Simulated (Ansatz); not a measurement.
# Sn chain started as a strip of triangles: period, moment and channels by functional

Wanted: the relaxed geometry and the open channels of the Sn chain started as a strip of triangles, by several methods.

Program: Ansatz 0.2.0. Level of theory: DFT PBE, plane waves, PAW; relaxation of a chain's period, in the first sound run; inputs show where later runs differ. Results are calculated unless marked as measured.

## (1) The structure

The cell holds 2 atoms: 2 Sn. Cell: a = 9.000 Å, b = 7.500 Å, c = 2.720 Å, α = 90.0°, β = 90.0°, γ = 90.0°. Vacuum lies along a and b. The structure's axis is c.

## (2) Relaxing the period, level PBE, cutoff 420 eV

Band widths follow the bond lengths, so the chain is relaxed first. The atoms and the third cell vector are free; the box across stays fixed as vacuum. Moments are seeded so that a magnetic state can form if it lies lower. A Fermi-Dirac smearing is set since the result may be a metal. The pressure printed is a third of the stress's trace over the whole box, vacuum included; only the stress along the axis is relaxed.

input.yaml reads:

```yaml
crystal:
  lattice:
    - [9.0, 0.0, 0.0]
    - [0.0, 7.5, 0.0]
    - [0.0, 0.0, 2.72023]
  atoms:
    - { symbol: Sn, position: [0.370884444, 0.5, 0.0], spin: 0.5 }
    - { symbol: Sn, position: [0.629115556, 0.5, 0.5], spin: 0.5 }
magnetization:
  spin_polarized: true
kpoints:
  mp_grid: { grid: [1, 1, 30] }
scf:
  occupations: { method: fermi_dirac, width: 0.05 }
hamiltonian:
  xc: pbe
relax:
  cell: { fix: [a, b, alpha, beta, gamma] }
  max_steps: 60
```

On the command line:

```console
$ ansatz run input.yaml --threads 4 --pin off --max-ram 8192MiB --backend cpu --events-out ev --progress --plain --runs-dir out
```

Numbers of over 12 decimals in the logs are rounded to 6 here.

What it wrote:

```text
Engine: ansatz 0.2.0, aarch64-unknown-linux-gnu
Pseudopotentials: kind: paw
Pseudopotential: Sn, paw, valence charge 14, recommended cutoff 420 eV (normal), Sn.paw.azcp
Functional definition: PBE
  parameter kappa = 0.804
  parameter beta = 0.066725
  exchange = pbe_x(kappa = kappa, mu = beta*pi^2/3)
  correlation = pbe_c(beta = beta)
Crystal: 2 atoms, lattice volume = 183.616 Å³
Basis set: ecut = 420 eV, 3635 PW (Γ), exchange–correlation on 128×108×40 points (8 copies of the dense FFT grid, shifted against one another)
Bands: 19, of which v1, the nominal top of the filled ones, is band 14 counted from 1 (13 counted from 0)
Symmetry: 8 space group operations
Space group: Pmma (ITA 51), of the structure as read, at distance tolerance 5.7e-5 Å
Magnetic group: BNS 51.289 (UNI 387), of the structure as read, at distance tolerance 5.7e-5 Å
k-points: 16 of 30
Non-local potential: Sn, projectors of the file, l = 0: 2, l = 1: 2, l = 2: 2, l = 3: 2
PAW form: soft (Blöchl's): semilocal exchange-correlation on the pseudo side does not see the compensation charge
PAW one-centre angular grid: Sn, 590 points (default); XC on 64 Gauss nodes
Initial density: superposition of atomic densities (neutral atoms: chi_scale 0, normalization atom)
Starting moments: Σ|m| = 1 μB on 2 of 2 sites
Initial wavefunctions: pseudopotential atomic-orbital guess
Functional: x = pbe(κ = 0.804, μ = 0.219515), c = pbe(β = 0.066725)
iter 1 solved again at ethr=2.69e-3 eV; its pass at ethr=3.10e-3 eV (dr2=7.53e-1 eV) is discarded
SCF iter   1: F=—  HF=-12046.295911 eV  |F-HF|=—  |Δ(HF+E_count)|=         —  Δρ=1.54e-2 (↑1.54e-2 ↓1.48e-2)  dr2=7.71e-1  dr2_m=3.18e-1  M=0.072 μB ∫|m|=0.073 μB  β_m=0.30  ethr=2.69e-3  ⟨swp⟩=1.0  Hψ=4442  notcnv=0
preconditioner: auto → Resta (q_TF=auto, 1.994 Å⁻¹)  ε∞=1.9  [insulator: Δε(μ)=0.154 eV  Ē_g=7.669 eV  σ=0.050 eV  W_gap=0.52  n_scr=20 (ndim 8)  ℏωp=7.4 eV  f_vac=0.550  D(μ)=1.10/eV (n_scr^D=4)  ε∞_Penn≈1.9  vacuum switching on, ρ_ref=4.3e-3 e/Å³]
spin=Collinear: Resta preconditioning applied to the charge; magnetization (m = ρ↑ − ρ↓) channel mixes plain (no charge-response kernel on spin).
SCF iter   2: F=—  HF=-12046.158946 eV  |F-HF|=—  |Δ(HF+E_count)|=   1.37e-1  Δρ=1.07e-2 (↑1.07e-2 ↓1.04e-2)  dr2=2.87e-1  dr2_m=1.58e-1  M=0.059 μB ∫|m|=0.059 μB  β_m=0.30  ethr=2.69e-3  ⟨swp⟩=2.3  Hψ=836  notcnv=0
preconditioner: auto → LDOS  [metal: Δε(μ)=0.116 eV  Ē_g=8.123 eV  σ=0.050 eV  W_gap=0.41  n_scr=20 (ndim 8)  ℏωp=7.8 eV  f_vac=0.555  D(μ)=1.17/eV (n_scr^D=4)]
spin=Collinear: LDOS preconditioning applied to the charge; magnetization (m = ρ↑ − ρ↓) channel mixes plain (no charge-response kernel on spin).
SCF iter   3: F=—  HF=-12046.084939 eV  |F-HF|=—  |Δ(HF+E_count)|=   7.40e-2  Δρ=6.98e-3 (↑6.79e-3 ↓6.98e-3)  dr2=2.68e-2  dr2_m=7.67e-2  M=0.100 μB ∫|m|=0.100 μB  β_m=0.30  ethr=1.03e-3  ⟨swp⟩=3.2  Hψ=1097  notcnv=0
SCF iter   4: F=—  HF=-12046.088058 eV  |F-HF|=—  |Δ(HF+E_count)|=   3.12e-3  Δρ=5.03e-3 (↑4.64e-3 ↓5.03e-3)  dr2=6.15e-3  dr2_m=3.87e-2  M=0.083 μB ∫|m|=0.083 μB  β_m=0.30  ethr=9.57e-5  ⟨swp⟩=2.7  Hψ=1305  notcnv=0  defer=4
SCF iter   5: F=—  HF=-12046.091477 eV  |F-HF|=—  |Δ(HF+E_count)|=   3.42e-3  Δρ=3.49e-3 (↑3.32e-3 ↓3.49e-3)  dr2=2.66e-3  dr2_m=1.92e-2  M=0.083 μB ∫|m|=0.083 μB  β_m=0.30  ethr=2.20e-5  ⟨swp⟩=3.2  Hψ=1222  notcnv=0  defer=4
SCF iter   6: F=—  HF=-12046.093495 eV  |F-HF|=—  |Δ(HF+E_count)|=   2.02e-3  Δρ=2.45e-3 (↑2.45e-3 ↓2.39e-3)  dr2=8.85e-4  dr2_m=9.80e-3  M=0.067 μB ∫|m|=0.067 μB  β_m=0.30  ethr=9.51e-6  ⟨swp⟩=2.9  Hψ=1211  notcnv=0  defer=4
SCF iter   7: F=—  HF=-12046.094272 eV  |F-HF|=—  |Δ(HF+E_count)|=   7.77e-4  Δρ=1.73e-3 (↑1.73e-3 ↓1.69e-3)  dr2=2.99e-5  dr2_m=4.92e-3  M=0.061 μB ∫|m|=0.061 μB  β_m=0.30  ethr=3.16e-6  ⟨swp⟩=2.3  Hψ=849  notcnv=0  defer=4
Mixer restart at iter 7: flushing history
spin-set hold released at iteration 7 (site moments contracting): the magnetisation degrees of freedom join the quasi-Newton model from the next iteration; the mixer history was flushed
SCF iter   8: F=—  HF=-12046.094811 eV  |F-HF|=—  |Δ(HF+E_count)|=   5.40e-4  Δρ=1.23e-3 (↑1.23e-3 ↓1.21e-3)  dr2=1.47e-5  dr2_m=2.50e-3  M=0.054 μB ∫|m|=0.054 μB  β_m=0.65  ethr=1.07e-7  ⟨swp⟩=2.9  Hψ=1043  notcnv=0  defer=4
SCF iter   9: F=—  HF=-12046.095504 eV  |F-HF|=—  |Δ(HF+E_count)|=   6.93e-4  Δρ=8.12e-5 (↑7.49e-5 ↓8.12e-5)  dr2=6.40e-6  dr2_m=9.65e-6  M=0.029 μB ∫|m|=0.029 μB  β_m=0.75  ethr=5.24e-8  ⟨swp⟩=2.3  Hψ=1118  notcnv=0  defer=4
SCF iter  10: F=—  HF=-12046.095535 eV  |F-HF|=—  |Δ(HF+E_count)|=   3.04e-5  Δρ=5.52e-5 (↑5.52e-5 ↓5.50e-5)  dr2=3.24e-6  dr2_m=4.79e-6  M=0.022 μB ∫|m|=0.022 μB  β_m=0.88  ethr=2.29e-8  ⟨swp⟩=2.0  Hψ=1060  notcnv=0  defer=4
SCF iter  11: F=—  HF=-12046.095560 eV  |F-HF|=—  |Δ(HF+E_count)|=   2.50e-5  Δρ=3.74e-5 (↑3.50e-5 ↓3.74e-5)  dr2=1.53e-6  dr2_m=2.05e-6  M=0.015 μB ∫|m|=0.015 μB  β_m=0.94  ethr=1.16e-8  ⟨swp⟩=2.0  Hψ=1066  notcnv=0  defer=4
SCF iter  12: F=—  HF=-12046.095579 eV  |F-HF|=—  |Δ(HF+E_count)|=   1.87e-5  Δρ=1.59e-5 (↑1.49e-5 ↓1.59e-5)  dr2=6.35e-8  dr2_m=3.86e-7  M=0.007 μB ∫|m|=0.007 μB  β_m=0.97  ethr=3.57e-10  ⟨swp⟩=3.7  Hψ=2524  notcnv=0
SCF iter  13: F=—  HF=-12046.095583 eV  |F-HF|=—  |Δ(HF+E_count)|=   4.59e-6  Δρ=6.03e-6 (↑6.03e-6 ↓5.40e-6)  dr2=5.27e-8  dr2_m=3.86e-8  M=0.002 μB ∫|m|=0.002 μB  β_m=0.89  ethr=2.27e-10  ⟨swp⟩=5.3  Hψ=2226  notcnv=0
SCF iter  14: F=—  HF=-12046.095584 eV  |F-HF|=—  |Δ(HF+E_count)|=   4.90e-7  Δρ=1.25e-6 (↑1.21e-6 ↓1.25e-6)  dr2=3.55e-9  dr2_m=2.18e-9  M=0.000 μB ∫|m|=0.000 μB  β_m=0.94  ethr=1.88e-10  ⟨swp⟩=5.0  Hψ=2026  notcnv=0
SCF iter  15: F=—  HF=-12046.095584 eV  |F-HF|=—  |Δ(HF+E_count)|=   2.07e-8  Δρ=2.04e-7 (↑2.04e-7 ↓1.68e-7)  dr2=1.22e-10  dr2_m=4.01e-11  M=0.000 μB ∫|m|=0.000 μB  β_m=0.97  ethr=1.27e-11  ⟨swp⟩=4.0  Hψ=1738  notcnv=0
SCF iter  16: F=-12046.095584 eV  HF=-12046.095584 eV  |F-HF|=5.46e-12  |Δ(HF+E_count)|=  2.55e-10  Δρ=3.73e-8 (↑3.38e-8 ↓3.73e-8)  dr2=1.10e-11  dr2_m=5.79e-13  M=0.000 μB ∫|m|=0.000 μB  ethr=1.00e-12  ⟨swp⟩=2.5  Hψ=1223  notcnv=0
WARN: the starting moments were not kept: the SCF closed with an absolute magnetisation of 2.4e-6 μB, where they sum to 1 μB in size (2 sites). That is at most 0.1 of that sum. Measured as dr2_m measures the in/out step, that magnetisation stands 3.3e-13 eV from none, at or under the dr2_threshold of 1.0e-7 eV: it is no larger than a step whose dr2_m would equal this threshold. The system may hold no moment; this SCF [...]
SCF 1 converged in 16 iterations: F = -12046.095584 eV  dr2 = 1.10e-11
[...]
relax step   4: F+E_penalty+E_count = -12047.05286527 eV  Δ(F+E_penalty+E_count) = -8.863e-2 eV  max|allowed force component| = 1.598e-1 eV/Å  Δτ_max = 0.0257 Å  P = +0.167 GPa  Ω = 201.662 Å³  energy of the carried Pulay correction = -1.757e-3 eV  fix = [a, b, alpha, beta, gamma]  reactions: a -1.040, b +0.309 GPa  (9 SCF iters, dr2 threshold 2.00e-7 eV, accepted)
[...]
relax step   5: F+E_penalty+E_count = -12047.04647424 eV  Δ(F+E_penalty+E_count) = +6.391e-3 eV  max|allowed force component| = 3.280e-1 eV/Å  Δτ_max = 0.0612 Å  P = -0.149 GPa  Ω = 210.843 Å³  energy of the carried Pulay correction = -2.589e-3 eV  fix = [a, b, alpha, beta, gamma]  (10 SCF iters, dr2 threshold 2.00e-7 eV, rejected (line search))
[...]
relax step   6: F+E_penalty+E_count = -12047.07329249 eV  Δ(F+E_penalty+E_count) = -2.043e-2 eV  max|allowed force component| = 2.538e-2 eV/Å  Δτ_max = 0.0240 Å  P = -0.081 GPa  Ω = 206.142 Å³  energy of the carried Pulay correction = -2.168e-3 eV  fix = [a, b, alpha, beta, gamma]  reactions: a -0.593, b +0.300 GPa  (10 SCF iters, accepted)
[...]
relax step   7: F+E_penalty+E_count = -12047.07335684 eV  Δ(F+E_penalty+E_count) = -6.435e-5 eV  max|allowed force component| = 1.061e-2 eV/Å  Δτ_max = 0.0014 Å  P = -0.101 GPa  Ω = 206.238 Å³  energy of the carried Pulay correction = -2.176e-3 eV  fix = [a, b, alpha, beta, gamma]  reactions: a -0.624, b +0.300 GPa  (6 SCF iters, dr2 threshold 4.03e-8 eV, accepted)
[...]
relax step   8: F+E_penalty+E_count = -12047.07336582 eV  Δ(F+E_penalty+E_count) = -8.986e-6 eV  max|allowed force component| = 1.412e-3 eV/Å  Δτ_max = 0.0012 Å  P = -0.117 GPa  Ω = 206.317 Å³  energy of the carried Pulay correction = -2.183e-3 eV  fix = [a, b, alpha, beta, gamma]  reactions: a -0.650, b +0.300 GPa  (6 SCF iters, dr2 threshold 7.03e-9 eV, accepted)
Basis set: ecut = 420 eV, 4017 PW (Γ), exchange–correlation on 128×108×48 points (8 copies of the dense FFT grid, shifted against one another)
Initial wavefunctions: pseudopotential atomic-orbital guess (no wavefunctions were taken with the density)
iter 1 solved again at ethr=7.62e-7 eV; its pass at ethr=3.10e-3 eV (dr2=2.13e-4 eV) is discarded
SCF iter   1: F=—  HF=-12047.074806 eV  |F-HF|=—  |Δ(HF+E_count)|=         —  Δρ=2.18e-5 (↑2.18e-5 ↓2.18e-5)  dr2=5.23e-7  dr2_m=7.62e-12  M=0.000 μB ∫|m|=0.000 μB  β_m=0.30  ethr=7.62e-7  ⟨swp⟩=3.0  Hψ=4840  notcnv=0
eigensolver tolerance schedule: the retry pair's looser diagonalisation over-reported the residual by 406.62 of it (diagonalisation noise at 0.11 of the residual, at the tolerance the schedule requests for it); recorded, not acted on — ethr = c·dr2/N_el stays at c = 1.0e-1
spin=Collinear: LDOS preconditioning applied to the charge; magnetization (m = ρ↑ − ρ↓) channel mixes plain (no charge-response kernel on spin).
SCF iter   2: F=—  HF=-12047.074801 eV  |F-HF|=—  |Δ(HF+E_count)|=   4.46e-6  Δρ=1.50e-5 (↑1.50e-5 ↓1.50e-5)  dr2=2.44e-7  dr2_m=6.31e-12  M=0.000 μB ∫|m|=0.000 μB  β_m=0.52  ethr=1.87e-9  ⟨swp⟩=2.2  Hψ=1108  notcnv=0
SCF iter   3: F=—  HF=-12047.074803 eV  |F-HF|=—  |Δ(HF+E_count)|=   1.27e-6  Δρ=3.46e-6 (↑3.46e-6 ↓3.46e-6)  dr2=1.23e-8  dr2_m=2.58e-12  M=0.000 μB ∫|m|=0.000 μB  β_m=0.55  ethr=8.71e-10  ⟨swp⟩=3.0  Hψ=1088  notcnv=0
SCF iter   4: F=—  HF=-12047.074803 eV  |F-HF|=—  |Δ(HF+E_count)|=   8.14e-8  Δρ=2.83e-7 (↑2.77e-7 ↓2.83e-7)  dr2=3.04e-10  dr2_m=1.13e-12  M=0.000 μB ∫|m|=0.000 μB  β_m=0.63  ethr=4.41e-11  ⟨swp⟩=2.0  Hψ=1058  notcnv=0
SCF iter   5: F=—  HF=-12047.074803 eV  |F-HF|=—  |Δ(HF+E_count)|=   1.13e-9  Δρ=1.05e-7 (↑9.55e-8 ↓1.05e-7)  dr2=5.67e-11  dr2_m=5.52e-13  M=0.000 μB ∫|m|=0.000 μB  β_m=0.73  ethr=1.09e-12  ⟨swp⟩=2.1  Hψ=1033  notcnv=0
SCF iter   6: F=-12047.074803 eV  HF=-12047.074803 eV  |F-HF|=3.64e-12  |Δ(HF+E_count)|=  1.09e-10  Δρ=2.72e-8 (↑2.30e-8 ↓2.72e-8)  dr2=9.36e-12  dr2_m=1.91e-13  M=0.000 μB ∫|m|=0.000 μB  ethr=1.00e-12  ⟨swp⟩=5.9  Hψ=2313  notcnv=0
the starting moments were not kept: the SCF closed with an absolute magnetisation of 2.1e-6 μB, where they sum to 1 μB in size (2 sites). That is at most 0.1 of that sum. Measured as dr2_m measures the in/out step, that magnetisation stands 3.8e-13 eV from none, at or under the dr2_threshold of 2.0e-11 eV: it is no larger than a step whose dr2_m would equal this threshold.
SCF 9 converged in 6 iterations: F = -12047.074803 eV  dr2 = 9.36e-12
relax step   9: F+E_penalty+E_count = -12047.07480277 eV  Δ(F+E_penalty+E_count) = -1.437e-3 eV  max|allowed force component| = 2.338e-3 eV/Å  Δτ_max = 0.0000 Å  P = -0.120 GPa  Ω = 206.317 Å³  fix = [a, b, alpha, beta, gamma]  reactions: a -0.659, b +0.292 GPa  stress off target by 7.40e-3 GPa on what of the cell is left free  SCF on the basis re-selected at this cell (its energy is not comparable with the rows above)  (6 SCF iters)
basis re-selected at this cell: Δ(F+E_penalty+E_count) = -1.437e-3 eV, ΔP = -0.003 GPa vs the last step (what re-selecting the basis moved, of the pressure what is left beyond the Pulay correction that the steps carried, after the strain that the cell walked since its last selection, with what the two solves' SCF thresholds leave and, on support functions, any second-order correction that the steps lacked; it is no measure of the basis error at this ecutwfc). The dense FFT grid was sized anew with the basis: this SCF ran on 64×54×24 points, the steps before it on 64×54×20, so part of this shift can come from that change (see relax.cell in the input reference). [rest of the remark cut]
SCF converged after 6 iterations
Magnetization: 0.0000 μB (14.0000 up, 14.0000 down)
Absolute magnetization: 0.0000 μB (∫|ρ↑−ρ↓|, with the PAW one-centre terms)
Spin contamination: 0.0000 ħ² per cell (⟨S²⟩ above its minimum at these occupations)
Per-site moments (μB) at R_I (Å): [(4.7027662918216905e-7, 1.252668), (4.7027662917483173e-7, 1.252668)]
Free energy (F): -12047.074803 eV
Harris-Foulkes:  -12047.074803 eV  (|F-HF|=3.64e-12)
Internal energy: -12047.063045 eV  (E = F + TS)
E sigma→0 (E₀):  -12047.068924 eV
Entropy (-TS):   -0.011757 eV (-5.879 meV/atom)
Fermi energy:    -0.196813 eV
--- Per-component energies (eV) ---
  E_band       = -463.606904
  E_kinetic    = 370.014950
  E_local      = -5066.906356  (includes V_loc(G=0)·N_el)
  E_nonlocal   = -65.505368
  E_hartree    = 2596.538349
  E_xc         = -763.656226
  E_vxc        = -189.521046  (∫ρ·V_xc dr)
  E_paw        = -8268.986535  (= ΣΔE_a)
  E_vpaw       = -704.765567  (= ΣTr[D̂ρ^β])
  E_aug_tail   = -0.000001  (compensation charges beyond the density's cutoff)
  E_ewald      = -848.561857
  E_smearing   = -0.011757  (= −TS)
  E_closure    = -0.000000  (closes the sum)
  Σ components = -12047.074803   (vs F -12047.074803, Δ=0.00e0)
--- Forces (eV/Å), atoms counted from 1 ---
  atom   1  Sn     0.00233822     0.00000000     0.00000000
  atom   2  Sn    -0.00233822     0.00000000     0.00000000
  max |Σ_I F_I| component: 4.34e-19 eV/Å
--- Stress (GPa, compression-positive) ---
       -0.658964       0.000000       0.000000
        0.000000       0.292418       0.000000
        0.000000       0.000000       0.007400
  P = ⅓ Tr σ = -0.1197 GPa (-1.197 kbar)
--- Relaxed structure (8 steps of the walk, 7 accepted, 1 SCFs on fresh bases) ---
  F+E_penalty+E_count = -12047.07480277 eV   max|allowed force component| = 2.338e-3 eV/Å   (the final SCF, on the basis selected at the relaxed cell)
  cell:  # Å, volume = 206.3166 Å³
    - [9.0, 0.0, 0.0]
    - [0.0, 7.5, 0.0]
    - [0.0, 0.0, 3.056542]
  atoms:
    - { symbol: Sn, position: [0.354212, 0.5, 0.0] }
    - { symbol: Sn, position: [0.645788, 0.5, 0.5] }
```

Elapsed: 20 s, on 4 threads of Arm Neoverse V2, shared host; peak memory 0.52 GiB.

The steps of the relaxation:

```csv
step,energy less that of the first step (eV),largest force component (eV/Å),pressure (GPa),volume (Å³)
1,0.0000,3.0523,5.40,183.62
2,-0.7754,0.1429,1.31,189.65
3,-0.8687,0.0227,0.62,194.56
4,-0.9573,0.1598,0.17,201.66
5,-0.9509,0.3280,-0.15,210.84
6,-0.9777,0.0254,-0.08,206.14
7,-0.9778,0.0106,-0.10,206.24
8,-0.9778,0.0014,-0.12,206.32
9*,-0.9792,0.0023,-0.12,206.32
```

Relaxation steps marked * repeat the geometry before them on a plane-wave basis chosen anew for their cell, so energy and pressure can jump there. Relaxation step 5 was tried and not accepted.

Forces are held to the 8 operations that the run works with; a distortion that breaks them can't arise in this run.

| cell as run | before | after | change |
| --- | --- | --- | --- |
| c (Å) | 2.720 | 3.057 | +12.4 % |

The atoms that moved most (Å, along periodic axes as changes of fractional coordinates times the final cell, across vacuum about the mean position):

```csv
atom,dx,dy,dz,length
Sn1,-0.150,0.000,0.000,0.150
Sn2,0.150,0.000,0.000,0.150
```

Final coordinates:

```
Sn
1.0
     9.00000    0.00000    0.00000
     0.00000    7.50000    0.00000
     0.00000    0.00000    3.05654
Sn
2
Direct
  0.35421 0.50000 0.00000
  0.64579 0.50000 0.50000
```

Numbers from this step:

```yaml
energy_at_zero_smearing: -12047.0689 eV
cell_length_along_the_wire: 3.057 Å
```

The cell's length comes to 3.057 Å with no moment. That is +12 % against the start, more than a small adjustment.

(Continued in part 2 of 4.)

[Logs are printed without paths, hosts, clocks, repeated set-up lines and the standing remarks that a program may print on its own settings, such as how far it seeks lower states.]

[Hosts, paths, dates, database ids (printed as entryN), source tags and the programs' standing remarks are cut or masked in the printed files.]
